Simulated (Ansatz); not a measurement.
# Li2MgGeS4 (stannite) (I-42m): the gap up the ladder of methods, part 2 of 2

Aim: the gap of Li2MgGeS4 (stannite) (I-42m) at several levels of theory on one structure, with the time that each takes.

Ansatz 0.2.0; density functionals, hybrids and G0W0, plane waves, PAW. Known limits of the many-body steps: finite bands, screening cutoff and k mesh; no spin-orbit coupling in G0W0.

So far. Step 3 (PBEsol+SOC on the 6×6×6 mesh): Over mesh and listed points the gap is 2.576 eV, direct, at k = Γ. PBEsol+SOC against PBEsol: 2.576 − 2.588 = −0.012 eV. Mesh, set of files and cutoff are the same, but the valence top lies at another k point, so this need not be the shift of one pair of states.

The structure was built from a prototype and need not be the compound's stable phase.

### 5. HSE06 on the 4×4×4 mesh

HSE06 mixes in a quarter of exact exchange at short range.

This step: DFT, HSE06, plane waves, PAW.

input.yaml

```yaml
crystal:
  lattice:
    - [-2.7180944902, 2.7180944902, 5.5042990216]
    - [2.7180944902, -2.7180944902, 5.5042990216]
    - [2.7180944902, 2.7180944902, -5.5042990216]
  atoms:
    - { symbol: Li, position: [0.75, 0.25, 0.5] }
    - { symbol: Li, position: [0.25, 0.75, 0.5] }
    - { symbol: Mg, position: [0.0, 0.0, 0.0] }
    - { symbol: Ge, position: [0.5, 0.5, 0.0] }
    - { symbol: S, position: [0.8533830743, 0.8533830743, 0.4617170967] }
    - { symbol: S, position: [0.1466169257, 0.6083340224, 0.0] }
    - { symbol: S, position: [0.6083340224, 0.1466169257, 0.0] }
    - { symbol: S, position: [0.3916659776, 0.3916659776, 0.5382829033] }
kpoints:
  mp_grid: { grid: [4, 4, 4] }
  band_path:
    path:
      - [0.0, 0.0, 0.0]
      - [0.0, 0.0, 0.5]
      - [0.25, 0.25, 0.25]
      - [0.0, 0.5, 0.0]
      - [0.5, 0.5, -0.5]
      - [0.3125, 0.6875, -0.3125]
      - [-0.3125, 0.3125, 0.3125]
      - [-0.125, 0.125, 0.5]
    npoints: 1
hamiltonian:
  xc: hse06
scf:
  occupations: { method: fixed }
  n_extra_bands: 6
output:
  eigenvalues: true
  write_density: true
  write_potential: true
  elf: true
  volumetric_format: npy
```

Command:

```
$ ansatz run input.yaml --threads 4 --pin off --max-ram 17510MiB --backend cpu --events-out ev --progress --plain --runs-dir out
```

Numbers of over 12 decimals in the logs are rounded to 6 here.

The log of the run:

```text
[...]
davidson cushion auto → on  (no smearing: the cushion is to keep the highest requested band from converging to the state above it; pin scf.eigensolver.cushion to override)
Crystal: 8 atoms, lattice volume = 162.664 Å³
Basis set: ecut = 420 eV, 3171 PW (Γ)
Bands: 33, of which v1, the nominal top of the filled ones, is band 27 counted from 1 (26 counted from 0)
Symmetry: 8 space group operations
[...]
k-points: 13 of 64 (time reversal used)
[...]
E sigma→0 (E₀):  -10248.667300 eV
Fermi energy:    2.655113 eV
[...]
--- Band table (eV; the first three rows and the last of 13) ---
  k-point 0: bands = [... 23 lower, 1.4531, 2.4756, 2.6551, 2.6551, 6.4940, 7.1136, 9.2721, 9.2721, ... 2 higher]
  k-point 1: bands = [... 23 lower, 1.7058, 1.9992, 2.0088, 2.6160, 6.9374, 8.6281, 9.0156, 9.5813, ... 2 higher]
  k-point 2: bands = [... 23 lower, 1.8468, 2.3382, 2.3921, 2.6247, 6.4772, 8.5081, 9.5933, 9.7485, ... 2 higher]
  k-point 12: bands = [... 23 lower, 1.7147, 1.7147, 2.1534, 2.1534, 6.7158, 7.4055, 7.4055, 8.1308, ... 2 higher]
[key lines of the parts left out:]
Free energy (F): -10248.667300 eV
```

It took 2.6 min on 4 threads of Arm Neoverse N1, shared host; peak memory 3.2 GiB; 9.7 min of CPU time.

Numbers from this step:

- gap: 3.822 eV
- valence top at: Γ
- conduction bottom at: X
- least direct gap: 3.839 eV
- exact-exchange fraction: 0.25

Over mesh and listed points the gap is 3.822 eV, from k = Γ to k = (0.000, 0.000, 0.500). The least direct gap found is 3.839 eV, at k = Γ. HSE06 against PBEsol: 3.822 − 2.588 = +1.234 eV. The runs also differ in mesh (6×6×6 and 4×4×4), and the valence top and conduction bottom lie at other k points, so how much of this comes from the functional alone is not known.

### 6. G0W0@PBEsol, 4×4×4 mesh, 485 empty bands, screening to 120 eV

G0W0 replaces the xc potential by a self-energy built once from the orbitals of the start. Levels are corrected in the window of bands that the input names, at points of the mesh.

This step: G0W0 on PBEsol, plane waves, PAW.

Changes to input.yaml since step 5:

```diff
@@ -16,23 +16,11 @@
   mp_grid: { grid: [4, 4, 4] }
-  band_path:
-    path:
-      - [0.0, 0.0, 0.0]
-      - [0.0, 0.0, 0.5]
-      - [0.25, 0.25, 0.25]
-      - [0.0, 0.5, 0.0]
-      - [0.5, 0.5, -0.5]
-      - [0.3125, 0.6875, -0.3125]
-      - [-0.3125, 0.3125, 0.3125]
-      - [-0.125, 0.125, 0.5]
-    npoints: 1
 hamiltonian:
-  xc: hse06
+  xc: pbesol
 scf:
   occupations: { method: fixed }
-  n_extra_bands: 6
-output:
-  eigenvalues: true
-  write_density: true
-  write_potential: true
-  elf: true
-  volumetric_format: npy
+gw:
+  n_empty_bands: 485
+  ecut_chi: 120.0
+  qp_bands: [v2, c2]
+  qp_kpoints: band_edges
+  screening: { model: contour_deformation }
```

The log of the run:

```text
[...]
Crystal: 8 atoms, lattice volume = 162.664 Å³
Basis set: ecut = 420 eV, 3171 PW (Γ)
Bands: 35, of which v1, the nominal top of the filled ones, is band 27 counted from 1 (26 counted from 0)
Symmetry: 8 space group operations
[...]
k-points: 13 of 64 (time reversal used)
[...]
1    29      8.0253    -6.9247    -4.0038   -11.5689  0.7900     8.6721     8.6656  root
[...]
12    26      2.8442   -17.6285     2.3215   -14.2794  0.7540     1.7971     1.8166  root
    12    27      2.8442   -17.6285     2.3215   -14.2794  0.7540     1.7971     1.8166  root
    12    28      6.1564    -9.0594    -3.6354   -13.4417  0.7882     6.9096     6.9033  root
    12    29      6.9034    -5.4225    -3.5359    -9.4173  0.8090     7.3645     7.3622  root
[key lines of the parts left out:]
SCF converged after 7 iterations
Free energy (F): -10119.429917 eV
Fermi energy:    3.322674 eV
```

It took 19 min on 4 threads; peak memory 3.5 GiB; 74 min of CPU time.

Numbers from this step:

| Quantity | Value |
| --- | --- |
| bands summed | 512 |
| RPA ε∞ on this mesh (eigenvalues) | 4.327, 4.327, 4.328 |
| plane waves in the screening matrix | 461 |
| G0W0 gap over the corrected points | 4.249 eV |
| k of the valence top | 0, 0, 0 |
| k of the conduction bottom | 0, 0, 0 |
| starting gap on the mesh | 2.588 eV |
| Z at the valence top | 0.7599 |
| Z at the conduction bottom | 0.7938 |
| least direct G0W0 gap over the corrected points | 4.249 eV |

Over all 13 irreducible mesh points the G0W0 gap is 4.249 eV, direct, at k = Γ. The PBEsol gap of this run on the mesh is 2.588 eV. Other states bound it: the two that bound the G0W0 gap lie 2.601 eV apart in PBEsol, so state for state the correction is 4.249 − 2.601 = +1.648 eV, while gap against gap it is 4.249 − 2.588 = +1.661 eV.

### 7. The ladder

Each gap is the least one over the points named; times are wall times on shared hosts, not benchmarks. A G0W0 time includes the run's own self-consistent start. Runs with listed points see these and the mesh alone, so an edge that moves elsewhere is missed. Rows marked * are further runs, not shown as steps, whose inputs differ from the G0W0 step on the same start in the columns given; solver thresholds can differ too.

| level | mesh | files, cutoff | bands summed, screening | points | gap (eV) | valence top | conduction bottom | least direct gap (eV) | time |
| --- | --- | --- | --- | --- | --- | --- | --- | --- | --- |
| PBEsol | 6×6×6 | soft_2 PAW, 420 eV | - | mesh and path | 2.588 | (0.000, 0.000, 0.500) | Γ | 2.594 | 17 s |
| PBEsol+SOC | 6×6×6 | soft_2 PAW, 420 eV | - | mesh and listed points | 2.576 | Γ | Γ | 2.576 | 58 s |
| r2SCAN | 6×6×6 | soft_2 PAW, 500 eV | - | mesh and listed points | 3.092 | (0.000, 0.000, 0.500) | (0.000, 0.000, 0.500) | 3.092 | 20 s |
| HSE06 | 4×4×4 | soft_2 PAW, 420 eV | - | mesh and listed points | 3.822 | Γ | (0.000, 0.000, 0.500) | 3.839 | 2.6 min |
| G0W0@PBEsol* | 4×4×4 | soft_2 PAW, 420 eV | 149, 48 eV | all 13 irreducible mesh points | 4.165 | Γ | Γ | 4.165 | 1.7 min |
| G0W0@PBEsol | 4×4×4 | soft_2 PAW, 420 eV | 512, 120 eV | all 13 irreducible mesh points | 4.249 | Γ | Γ | 4.249 | 19 min |

### 8. Summary of results

| Property | Result |
| --- | --- |
| PBEsol, over mesh and path | 2.588 eV |
| PBEsol+SOC, over mesh and listed points | 2.576 eV |
| r2SCAN, over mesh and listed points | 3.092 eV |
| HSE06, over mesh and listed points | 3.822 eV |
| G0W0@PBEsol (512 bands, 4×4×4), over all 13 irreducible mesh points | 4.249 eV |
| known limits | finite bands, screening cutoff and k mesh; no spin-orbit coupling in G0W0 |

What this shows: The rows run from 2.576 eV (PBEsol+SOC) to 4.249 eV (G0W0@PBEsol (512 bands, 4×4×4)). They differ in mesh, plane-wave cutoff, bands and screening cutoff of G0W0 and the points over which the gap was sought as well as in level, so only pairs that share these are like for like. No two rows share mesh, files, cutoffs and edge points. G0W0@PBEsol (512 bands, 4×4×4) moves the gap of its own start on the mesh by 4.249 − 2.588 = +1.661 eV, with other states at the edges (they lie 2.601 eV apart at the start). Both edges that PBEsol shows over mesh and path lie at k points where levels were corrected. G0W0 has the valence top at another k point than that. Levels at other points were not corrected, so a lower G0W0 gap elsewhere in the zone is not ruled out. What spin-orbit coupling does to the G0W0 levels was not computed, so no sum with the G0W0 gap is formed. For G0W0@PBEsol: from 149 bands and 48 eV to 512 bands and 120 eV the gap moves by 4.249 − 4.165 = +0.084 eV; bands and screening cutoff rise together, so their parts are not told apart. Two runs can't test a law of convergence, so the limit is not known. The G0W0 runs are scalar-relativistic. No pair of G0W0 runs that differ in the mesh alone is shown (4×4×4 is a supercell whose nearest images lie 22 Å apart), so the error from the mesh is not known here. G0W0 is shown with one set of atomic data (soft_2 PAW), so the error from the files is not known here.

[Paths, hosts, dates, memory and timing lines, banners, echoed tables and standing remarks are left out of the program output.]

[Logs are printed without paths, hosts, clocks, repeated set-up lines and the standing remarks that a program may print on its own settings, such as how far it seeks lower states.]

[Runs of the session that timed out or met a known fault of the program may be left out.]

[Cells called generated may have been cut or substituted from an entry of the Crystallography Open Database or the Materials Project.]

[Hosts, paths, dates, database ids (printed as entryN), source tags and the programs' standing remarks are cut or masked in the printed files.]

[Where an RPA ε∞ is given, it is that of the G0W0 mesh and is not shown converged in it. Names of k-points follow the symmetry that the program found, which can be lower than the space group named. Band edges on a path are those of the sampled points; other points can move an edge, and change direct to indirect where valleys lie close.]

[Hybrid gaps are those of their k-mesh and are not shown converged in it.]
